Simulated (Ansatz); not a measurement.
## The perfect GaP wire along [111], 14 atoms a period, H-terminated

Wanted: the relaxed geometry and the bands of the GaP wire along [111], 14 atoms a period, H-terminated.

Program: Ansatz 0.2.0. Level of theory: DFT PBE, plane waves, PAW; relaxation of a wire's period; PAW set soft_1, in the first sound run; inputs show where later runs differ. Results are calculated unless marked as measured.

**1. Starting point**

The cell holds 32 atoms: 7 Ga, 7 P and 18 H. Its edges and angles: a = 13.276 Å, b = 14.137 Å, c = 9.544 Å, α = 90.0°, β = 90.0°, γ = 90.0°. Vacuum lies along a and b. The structure's axis is c.

**2. The relaxed wire**

Band widths follow the bond lengths, so the wire is relaxed first. The atoms and the third cell vector are free; the box across stays fixed as vacuum. A Fermi-Dirac smearing is set since the result may be a metal. The pressure printed is a third of the stress's trace over the whole box, vacuum included; only the stress along the axis is relaxed.

File input.yaml:

```yaml
crystal:
  lattice:
    - [13.276, 0.0, 0.0]
    - [0.0, 14.137, 0.0]
    - [0.0, 0.0, 9.5435999497]
  atoms:
    - { symbol: Ga, position: [0.50001083, 0.504993023, 0.0] }
    - { symbol: P, position: [0.50001083, 0.504993023, 0.25] }
    - { symbol: H, position: [0.256101235, 0.478119931, 0.278148008] }
    - { symbol: H, position: [0.353273923, 0.320062534, 0.278148008] }
    - { symbol: H, position: [0.402838143, 0.716796604, 0.278148008] }
    - { symbol: H, position: [0.597183517, 0.716796604, 0.278148008] }
    - { symbol: H, position: [0.646747737, 0.320062534, 0.278148008] }
    - { symbol: H, position: [0.743920425, 0.478119931, 0.278148008] }
    - { symbol: Ga, position: [0.353273923, 0.425434132, 0.333333333] }
    - { symbol: Ga, position: [0.50001083, 0.664110805, 0.333333333] }
    - { symbol: Ga, position: [0.646747737, 0.425434132, 0.333333333] }
    - { symbol: P, position: [0.353273923, 0.425434132, 0.583333333] }
    - { symbol: P, position: [0.50001083, 0.664110805, 0.583333333] }
    - { symbol: P, position: [0.646747737, 0.425434132, 0.583333333] }
    - { symbol: H, position: [0.256101235, 0.637237713, 0.611481341] }
    - { symbol: H, position: [0.50001083, 0.240503643, 0.611481341] }
    - { symbol: H, position: [0.743920425, 0.637237713, 0.611481341] }
    - { symbol: H, position: [0.26532649, 0.377750149, 0.633279545] }
    - { symbol: H, position: [0.50001083, 0.75947877, 0.633279545] }
    - { symbol: H, position: [0.73469517, 0.377750149, 0.633279545] }
    - { symbol: Ga, position: [0.353273923, 0.584551914, 0.666666667] }
    - { symbol: Ga, position: [0.50001083, 0.345875241, 0.666666667] }
    - { symbol: Ga, position: [0.646747737, 0.584551914, 0.666666667] }
    - { symbol: P, position: [0.353273923, 0.584551914, 0.916666667] }
    - { symbol: P, position: [0.50001083, 0.345875241, 0.916666667] }
    - { symbol: P, position: [0.646747737, 0.584551914, 0.916666667] }
    - { symbol: H, position: [0.26532649, 0.536867931, 0.966612879] }
    - { symbol: H, position: [0.353273923, 0.679919879, 0.966612879] }
    - { symbol: H, position: [0.412063398, 0.298191258, 0.966612879] }
    - { symbol: H, position: [0.587958262, 0.298191258, 0.966612879] }
    - { symbol: H, position: [0.646747737, 0.679919879, 0.966612879] }
    - { symbol: H, position: [0.73469517, 0.536867931, 0.966612879] }
kpoints:
  mp_grid: { grid: [1, 1, 9] }
scf:
  occupations: { method: fermi_dirac, width: 0.05 }
hamiltonian:
  xc: pbe
  pseudopotentials: { kind: paw, azcp: { folder: soft_1 } }
relax:
  cell: { fix: [a, b, alpha, beta, gamma] }
  max_steps: 45
  f_tol: 0.03
```

Launch:

```console
$ ansatz run input.yaml --threads 4 --pin off --max-ram 16384MiB --backend cpu --events-out ev --progress --plain --runs-dir out
```

Numbers of over 12 decimals in the logs are rounded to 6 here.

The program printed:

```text
Engine: ansatz 0.2.0, aarch64-unknown-linux-gnu
Pseudopotentials: kind: paw
Pseudopotential: Ga, paw, valence charge 13, recommended cutoff 420 eV (normal), soft_1/Ga.paw.azcp
Pseudopotential: P, paw, valence charge 5, recommended cutoff 420 eV (normal), soft_1/P.paw.azcp
Pseudopotential: H, paw, valence charge 1, recommended cutoff 420 eV (normal), soft_1/H.paw.azcp
Functional definition: PBE
  parameter kappa = 0.804
  parameter beta = 0.066725
  exchange = pbe_x(kappa = kappa, mu = beta*pi^2/3)
  correlation = pbe_c(beta = beta)
Crystal: 32 atoms, lattice volume = 1791.170 Å³
Basis set: ecut = 420 eV, 35037 PW (Γ), exchange–correlation on 180×192×128 points (8 copies of the dense FFT grid, shifted against one another)
Bands: 104, of which v1, the nominal top of the filled ones, is band 72 counted from 1 (71 counted from 0)
Symmetry: 2 space group operations
Space group: Pm (ITA 6), of the structure as read, at distance tolerance 1.2e-4 Å
k-points: 5 of 9 (time reversal used)
Non-local potential: Ga, projectors of the file, l = 0: 2, l = 1: 2, l = 2: 3, l = 3: 1
Non-local potential: P, projectors of the file, l = 0: 2, l = 1: 2, l = 2: 1
Non-local potential: H, projectors of the file, l = 0: 2, l = 1: 1
PAW form: soft (Blöchl's): semilocal exchange-correlation on the pseudo side does not see the compensation charge
PAW one-centre angular grid: Ga, 590 points (default); XC on 64 Gauss nodes
PAW one-centre angular grid: P, 110 points (default); XC on 64 Gauss nodes
PAW one-centre angular grid: H, 110 points (default); XC on 64 Gauss nodes
Initial density: superposition of atomic densities (neutral atoms: chi_scale 0, normalization atom)
Initial wavefunctions: pseudopotential atomic-orbital guess
Functional: x = pbe(κ = 0.804, μ = 0.219515), c = pbe(β = 0.066725)
SCF iter   1: F=—  HF=-32063.845006 eV  |F-HF|=—  |Δ(HF+E_count)|=         —  Δρ=3.39e-2  dr2=2.05e1  ethr=3.10e-3  ⟨swp⟩=9.2  Hψ=2911  notcnv=0  defer=25
preconditioner: auto → Resta (q_TF=auto, 1.792 Å⁻¹)  ε∞=1.6  [insulator: Δε(μ)=4.044 eV  Ē_g=13.972 eV  σ=0.050 eV  W_gap=1.00  n_scr=170 (ndim 8)  ℏωp=10.5 eV  f_vac=0.636  D(μ)=0.00/eV (n_scr^D=0)  ε∞_Penn≈1.6  vacuum switching on, ρ_ref=1.4e-2 e/Å³]
SCF iter   2: F=—  HF=-32057.987507 eV  |F-HF|=—  |Δ(HF+E_count)|=    5.86e0  Δρ=1.48e-2  dr2=3.41e0  ethr=3.10e-3  ⟨swp⟩=3.4  Hψ=1007  notcnv=0  defer=131
SCF iter   3: F=—  HF=-32057.211032 eV  |F-HF|=—  |Δ(HF+E_count)|=   7.76e-1  Δρ=3.70e-3  dr2=5.12e-1  ethr=2.37e-3  ⟨swp⟩=3.2  Hψ=1204  notcnv=0  defer=139
SCF iter   4: F=—  HF=-32057.036238 eV  |F-HF|=—  |Δ(HF+E_count)|=   1.75e-1  Δρ=1.37e-3  dr2=2.12e-2  ethr=3.55e-4  ⟨swp⟩=3.8  Hψ=796  notcnv=0  defer=139
SCF iter   5: F=—  HF=-32057.038260 eV  |F-HF|=—  |Δ(HF+E_count)|=   2.02e-3  Δρ=3.70e-4  dr2=1.85e-3  ethr=1.47e-5  ⟨swp⟩=2.0  Hψ=972  notcnv=0  defer=139
SCF iter   6: F=—  HF=-32057.038323 eV  |F-HF|=—  |Δ(HF+E_count)|=   6.35e-5  Δρ=1.25e-4  dr2=2.04e-4  ethr=1.29e-6  ⟨swp⟩=2.0  Hψ=741  notcnv=0  defer=139
SCF iter   7: F=—  HF=-32057.038444 eV  |F-HF|=—  |Δ(HF+E_count)|=   1.20e-4  Δρ=4.37e-5  dr2=3.43e-5  ethr=1.42e-7  ⟨swp⟩=2.0  Hψ=741  notcnv=0  defer=139
SCF iter   8: F=—  HF=-32057.038552 eV  |F-HF|=—  |Δ(HF+E_count)|=   1.08e-4  Δρ=1.35e-5  dr2=2.58e-6  ethr=2.38e-8  ⟨swp⟩=2.0  Hψ=641  notcnv=0  defer=139
SCF iter   9: F=—  HF=-32057.038554 eV  |F-HF|=—  |Δ(HF+E_count)|=   2.15e-6  Δρ=4.43e-6  dr2=4.81e-7  ethr=1.79e-9  ⟨swp⟩=2.0  Hψ=716  notcnv=0  defer=139
SCF iter  10: F=-32057.038554 eV  HF=-32057.038554 eV  |F-HF|=8.29e-10  |Δ(HF+E_count)|=   3.98e-7  Δρ=1.62e-6  dr2=7.23e-8  ethr=6.94e-11  ⟨swp⟩=6.0  Hψ=1981  notcnv=0
SCF 1 converged in 10 iterations: F = -32057.038554 eV  dr2 = 7.23e-8
  greatest PAW one-centre occupation: 0.994 electrons in one spin orbital (limit 2), on the Ga atom at site 0 (counted from 0), in its partial waves of l = 2
relax step   1: F+E_penalty+E_count = -32057.03855438 eV  Δ(F+E_penalty+E_count) = +0.000e0 eV  max|allowed force component| = 1.581e0 eV/Å  Δτ_max = 0.0000 Å  P = -0.158 GPa  Ω = 1791.170 Å³  fix = [a, b, alpha, beta, gamma]  reactions: a -0.253, b -0.256 GPa; alpha -0.002 GPa/rad  (10 SCF iters, dr2 threshold 1.00e-7 eV, accepted)
Crystal: 32 atoms, lattice volume = 1787.339 Å³
Basis set: ecut = 420 eV, 34969 PW (Γ), exchange–correlation on 180×192×128 points (8 copies of the dense FFT grid, shifted against one another)
Initial density: handed on by an earlier stage of this run
Initial wavefunctions: those handed on with the density
iter 1 solved again at ethr=4.47e-4 eV; its pass at ethr=3.10e-3 eV (dr2=6.44e-1 eV) is discarded
SCF iter   1: F=—  HF=-32058.198044 eV  |F-HF|=—  |Δ(HF+E_count)|=         —  Δρ=8.05e-3  dr2=6.64e-1  ethr=4.47e-4  ⟨swp⟩=4.6  Hψ=2793  notcnv=0
preconditioner: auto → Resta (q_TF=auto, 1.793 Å⁻¹)  ε∞=1.6  [insulator: Δε(μ)=3.486 eV  Ē_g=13.742 eV  σ=0.050 eV  W_gap=1.00  n_scr=170 (ndim 8)  ℏωp=10.5 eV  f_vac=0.684  D(μ)=0.00/eV (n_scr^D=0)  ε∞_Penn≈1.6  vacuum switching on, ρ_ref=1.4e-2 e/Å³]
SCF iter   2: F=—  HF=-32058.064866 eV  |F-HF|=—  |Δ(HF+E_count)|=   1.33e-1  Δρ=3.83e-3  dr2=1.08e-1  ethr=4.47e-4  ⟨swp⟩=3.6  Hψ=1030  notcnv=0
SCF iter   3: F=—  HF=-32058.062352 eV  |F-HF|=—  |Δ(HF+E_count)|=   2.51e-3  Δρ=8.46e-4  dr2=1.35e-2  ethr=7.52e-5  ⟨swp⟩=2.2  Hψ=997  notcnv=0  defer=124
SCF iter   4: F=—  HF=-32058.060090 eV  |F-HF|=—  |Δ(HF+E_count)|=   2.26e-3  Δρ=2.07e-4  dr2=7.26e-4  ethr=9.38e-6  ⟨swp⟩=2.0  Hψ=756  notcnv=0  defer=124
SCF iter   5: F=—  HF=-32058.060206 eV  |F-HF|=—  |Δ(HF+E_count)|=   1.16e-4  Δρ=5.21e-5  dr2=4.74e-5  ethr=5.04e-7  ⟨swp⟩=2.0  Hψ=756  notcnv=0  defer=124
SCF iter   6: F=—  HF=-32058.060220 eV  |F-HF|=—  |Δ(HF+E_count)|=   1.40e-5  Δρ=2.46e-5  dr2=1.13e-5  ethr=3.29e-8  ⟨swp⟩=2.0  Hψ=756  notcnv=0  defer=124
SCF iter   7: F=-32058.060218 eV  HF=-32058.060218 eV  |F-HF|=1.24e-7  |Δ(HF+E_count)|=   2.04e-6  Δρ=5.70e-6  dr2=6.05e-7  ethr=2.22e-9  ⟨swp⟩=6.0  Hψ=1990  notcnv=0
SCF 2 converged in 7 iterations: F = -32058.060218 eV  dr2 = 6.05e-7
  greatest PAW one-centre occupation: 0.995 electrons in one spin orbital (limit 2), on the Ga atom at site 0 (counted from 0), in its partial waves of l = 2
relax step   2: F+E_penalty+E_count = -32058.06021817 eV  Δ(F+E_penalty+E_count) = -1.022e0 eV  max|allowed force component| = 3.870e-1 eV/Å  Δτ_max = 0.1994 Å  P = -0.113 GPa  Ω = 1787.339 Å³  energy of the carried Pulay correction = +4.582e-4 eV  fix = [a, b, alpha, beta, gamma]  reactions: a -0.166, b -0.170 GPa; alpha -0.001 GPa/rad  (7 SCF iters, dr2 threshold 3.20e-6 eV, accepted)
[...]
Initial wavefunctions: pseudopotential atomic-orbital guess (no wavefunctions were taken with the density)
iter 1 solved again at ethr=3.57e-6 eV; its pass at ethr=3.10e-3 eV (dr2=5.14e-3 eV) is discarded
SCF iter   1: F=—  HF=-32058.139510 eV  |F-HF|=—  |Δ(HF+E_count)|=         —  Δρ=5.91e-6  dr2=3.93e-7  ethr=3.57e-6  ⟨swp⟩=5.8  Hψ=4616  notcnv=0
eigensolver tolerance schedule: the retry pair's looser diagonalisation over-reported the residual by 13073.13 of it (diagonalisation noise at an unbounded share of the residual, at the tolerance the schedule requests for it); recorded, not acted on — ethr = c·dr2/N_el stays at c = 1.0e-1
preconditioner: auto → Resta (q_TF=auto, 1.793 Å⁻¹)  ε∞=1.6  [insulator: Δε(μ)=3.675 eV  Ē_g=13.823 eV  σ=0.050 eV  W_gap=1.00  n_scr=170 (ndim 8)  ℏωp=10.5 eV  f_vac=0.684  D(μ)=0.00/eV (n_scr^D=0)  ε∞_Penn≈1.6  vacuum switching on, ρ_ref=1.4e-2 e/Å³]
SCF iter   2: F=—  HF=-32058.139661 eV  |F-HF|=—  |Δ(HF+E_count)|=   1.51e-4  Δρ=2.71e-6  dr2=8.16e-8  ethr=2.73e-10  ⟨swp⟩=4.0  Hψ=1362  notcnv=0
SCF iter   3: F=—  HF=-32058.139661 eV  |F-HF|=—  |Δ(HF+E_count)|=  9.75e-10  Δρ=1.53e-6  dr2=1.54e-8  ethr=5.67e-11  ⟨swp⟩=2.0  Hψ=880  notcnv=0
SCF iter   4: F=—  HF=-32058.139661 eV  |F-HF|=—  |Δ(HF+E_count)|=   2.29e-8  Δρ=3.67e-7  dr2=1.72e-9  ethr=1.07e-11  ⟨swp⟩=2.0  Hψ=695  notcnv=0
SCF iter   5: F=-32058.139661 eV  HF=-32058.139661 eV  |F-HF|=1.09e-10  |Δ(HF+E_count)|=   1.24e-9  Δρ=1.12e-7  dr2=2.08e-10  ethr=1.00e-12  ⟨swp⟩=6.0  Hψ=1803  notcnv=0
SCF 7 converged in 5 iterations: F = -32058.139661 eV  dr2 = 2.08e-10
relax step   7: F+E_penalty+E_count = -32058.13966124 eV  Δ(F+E_penalty+E_count) = +5.581e-4 eV  max|allowed force component| = 1.020e-2 eV/Å  Δτ_max = 0.0000 Å  P = +0.006 GPa  Ω = 1786.827 Å³  fix = [a, b, alpha, beta, gamma]  reactions: a +0.010, b +0.006 GPa; alpha -0.001 GPa/rad  stress off target by 2.73e-3 GPa on what of the cell is left free  SCF on the basis re-selected at this cell (its energy is not comparable with the rows above)  (5 SCF iters)
basis re-selected at this cell: Δ(F+E_penalty+E_count) = +5.581e-4 eV, ΔP = +0.000 GPa vs the last step (what re-selecting the basis moved, of the pressure what is left beyond the Pulay correction that the steps carried, after the strain that the cell walked since its last selection, with what the two solves' SCF thresholds leave and, on support functions, any second-order correction that the steps lacked; it is no m [...]
SCF converged after 5 iterations
Free energy (F): -32058.139661 eV
Harris-Foulkes:  -32058.139661 eV  (|F-HF|=1.09e-10)
Internal energy: -32058.139661 eV  (E = F + TS)
E sigma→0 (E₀):  -32058.139661 eV
Fermi energy:    -2.061246 eV
--- Per-component energies (eV) ---
  E_band       = -1769.519663
  E_kinetic    = 1494.321093
  E_local      = -41777.688597  (includes V_loc(G=0)·N_el)
  E_nonlocal   = -411.912720
  E_hartree    = 21430.308047
  E_xc         = -1106.498513
  E_vxc        = -1014.960630  (∫ρ·V_xc dr)
  E_paw        = -17859.865889  (= ΣΔE_a)
  E_vpaw       = -2919.878043  (= ΣTr[D̂ρ^β])
  E_aug_tail   = -0.018745  (compensation charges beyond the density's cutoff)
  E_ewald      = 6173.215663
  E_smearing   = -0.000000  (= −TS)
  E_closure    = 0.000000  (closes the sum)
  Σ components = -32058.139661   (vs F -32058.139661, Δ=0.00e0)
--- Forces (eV/Å), atoms counted from 1 ---
  atom   1  Ga     0.00000000    -0.00013456     0.00597743
  atom   2  P     -0.00000000     0.00010985    -0.00941926
  atom   3  H     -0.00399738     0.00058078     0.00116717
  atom   4  H     -0.00128319    -0.00378645     0.00126996
  atom   5  H     -0.00259388     0.00310165     0.00121318
  atom   6  H      0.00259388     0.00310165     0.00121318
  atom   7  H      0.00128319    -0.00378645     0.00126996
  atom   8  H      0.00399738     0.00058078     0.00116717
  atom   9  Ga     0.00340260     0.00188190     0.00465001
  atom  10  Ga     0.00000000    -0.00385353     0.00475480
  atom  11  Ga    -0.00340260     0.00188190     0.00465001
  atom  12  P     -0.00146276    -0.00075660    -0.01002016
  atom  13  P     -0.00000000     0.00170934    -0.01020460
  atom  14  P      0.00146276    -0.00075660    -0.01002016
  atom  15  H      0.00088950    -0.00051174     0.00135949
  atom  16  H      0.00000000     0.00103557     0.00131226
  atom  17  H     -0.00088950    -0.00051174     0.00135949
  atom  18  H     -0.00334062    -0.00191956     0.00127915
  atom  19  H      0.00000000     0.00383708     0.00122475
  atom  20  H      0.00334062    -0.00191956     0.00127915
  atom  21  Ga    -0.00057095     0.00020060     0.00104553
  atom  22  Ga     0.00000000    -0.00057027     0.00081993
  atom  23  Ga     0.00057095     0.00020060     0.00104553
  atom  24  P      0.00585986    -0.00343865    -0.00256768
  atom  25  P     -0.00000000     0.00713615    -0.00238150
  atom  26  P     -0.00585986    -0.00343865    -0.00256768
  atom  27  H     -0.00418032    -0.00292009     0.00148718
  atom  28  H      0.00064864     0.00506983     0.00155490
  atom  29  H     -0.00469983    -0.00213655     0.00152123
  atom  30  H      0.00469983    -0.00213655     0.00152123
  atom  31  H     -0.00064864     0.00506983     0.00155490
  atom  32  H      0.00418032    -0.00292009     0.00148718
  max |Σ_I F_I| component: 3.73e-6 eV/Å
--- Stress (GPa, compression-positive) ---
        0.010007       0.000000       0.000000
        0.000000       0.005687       0.000574
        0.000000       0.000574       0.002731
  P = ⅓ Tr σ = 0.0061 GPa (0.061 kbar)
--- Relaxed structure (6 steps of the walk, 6 accepted, 1 SCFs on fresh bases) ---
  F+E_penalty+E_count = -32058.13966124 eV   max|allowed force component| = 1.020e-2 eV/Å   (the final SCF, on the basis selected at the relaxed cell)
  cell:  # Å, volume = 1786.8272 Å³
    - [13.276, 0.0, 0.0]
    - [0.0, 14.137, 0]
    - [0.0, 0, 9.520463]
  atoms:
    - { symbol: Ga, position: [0.50001083, 0.505051, 0.027844] }
    - { symbol: P, position: [0.50001083, 0.504953, 0.269431] }
    - { symbol: H, position: [0.253441, 0.483136, 0.277542] }
    - { symbol: H, position: [0.356693, 0.315264, 0.277681] }
    - { symbol: H, position: [0.396778, 0.716332, 0.277526] }
    - { symbol: H, position: [0.603244, 0.716332, 0.277526] }
    - { symbol: H, position: [0.643329, 0.315264, 0.277681] }
    - { symbol: H, position: [0.746581, 0.483136, 0.277542] }
    - { symbol: Ga, position: [0.346529, 0.421718, 0.321920] }
    - { symbol: Ga, position: [0.50001083, 0.671423, 0.321908] }
    - { symbol: Ga, position: [0.653492, 0.421718, 0.321920] }
    - { symbol: P, position: [0.359279, 0.428696, 0.577259] }
    - { symbol: P, position: [0.50001083, 0.657640, 0.577236] }
    - { symbol: P, position: [0.640742, 0.428696, 0.577259] }
    - { symbol: H, position: [0.249253, 0.640904, 0.618387] }
    - { symbol: H, position: [0.50001083, 0.233102, 0.618472] }
    - { symbol: H, position: [0.750768, 0.640904, 0.618387] }
    - { symbol: H, position: [0.273771, 0.382336, 0.635757] }
    - { symbol: H, position: [0.50001083, 0.750378, 0.635669] }
    - { symbol: H, position: [0.726250, 0.382336, 0.635757] }
    - { symbol: Ga, position: [0.348248, 0.587318, 0.656136] }
    - { symbol: Ga, position: [0.50001083, 0.340437, 0.656184] }
    - { symbol: Ga, position: [0.651773, 0.587318, 0.656136] }
    - { symbol: P, position: [0.361104, 0.580358, 0.911376] }
    - { symbol: P, position: [0.50001083, 0.354402, 0.911393] }
    - { symbol: P, position: [0.638917, 0.580358, 0.911376] }
    - { symbol: H, position: [0.272599, 0.540838, 0.971278] }
    - { symbol: H, position: [0.353298, 0.672115, 0.971218] }
    - { symbol: H, position: [0.419306, 0.302180, 0.971277] }
    - { symbol: H, position: [0.580716, 0.302180, 0.971277] }
    - { symbol: H, position: [0.646723, 0.672115, 0.971218] }
    - { symbol: H, position: [0.727423, 0.540838, 0.971278] }
```

Run time: 2.8 min. Hardware: 4 threads of Arm Neoverse V1, shared host; peak memory 3.5 GiB; 11 min of CPU time.

Relaxation path:

```tsv
step	energy less that of the first step (eV)	largest force component (eV/Å)	pressure (GPa)	volume (Å³)
1	0.0000	1.5806	-0.16	1791.17
2	-1.0217	0.3870	-0.11	1787.34
3	-1.0899	0.1725	-0.03	1785.02
4	-1.0991	0.0770	0.00	1785.50
5	-1.1000	0.0886	0.01	1785.63
6	-1.1017	0.0102	0.01	1786.83
7*	-1.1011	0.0102	0.01	1786.83
```

Relaxation steps marked * repeat the geometry before them on a plane-wave basis chosen anew for their cell, so energy and pressure can jump there.

Forces are held to the 2 operations that the run works with; a distortion that breaks them can't arise in this run.

```tsv
cell as run	before	after	change
c (Å)	9.544	9.520	-0.2 %
```

The atoms that moved most (Å, along periodic axes as changes of fractional coordinates times the final cell, across vacuum about the mean position):

```tsv
atom	dx	dy	dz	length
Ga1	0.000	0.001	0.265	0.265
P2	0.000	-0.001	0.185	0.185
Ga9	-0.090	-0.053	-0.109	0.150
Ga11	0.090	-0.053	-0.109	0.150
Ga10	0.000	0.103	-0.109	0.150
H20	-0.112	0.065	0.024	0.132
H18	0.112	0.065	0.024	0.132
H19	0.000	-0.129	0.023	0.131
```

Numbers from this step:

```
cell length along the wire : 9.520 Å
```

The cell's length comes to 9.520 Å with spin left out.

(Part 1 of 2 ends here.)

[Logs are printed without paths, hosts, clocks, repeated set-up lines and the standing remarks that a program may print on its own settings, such as how far it seeks lower states.]

[Hosts, paths, dates, database ids (printed as entryN), source tags and the programs' standing remarks are cut or masked in the printed files.]
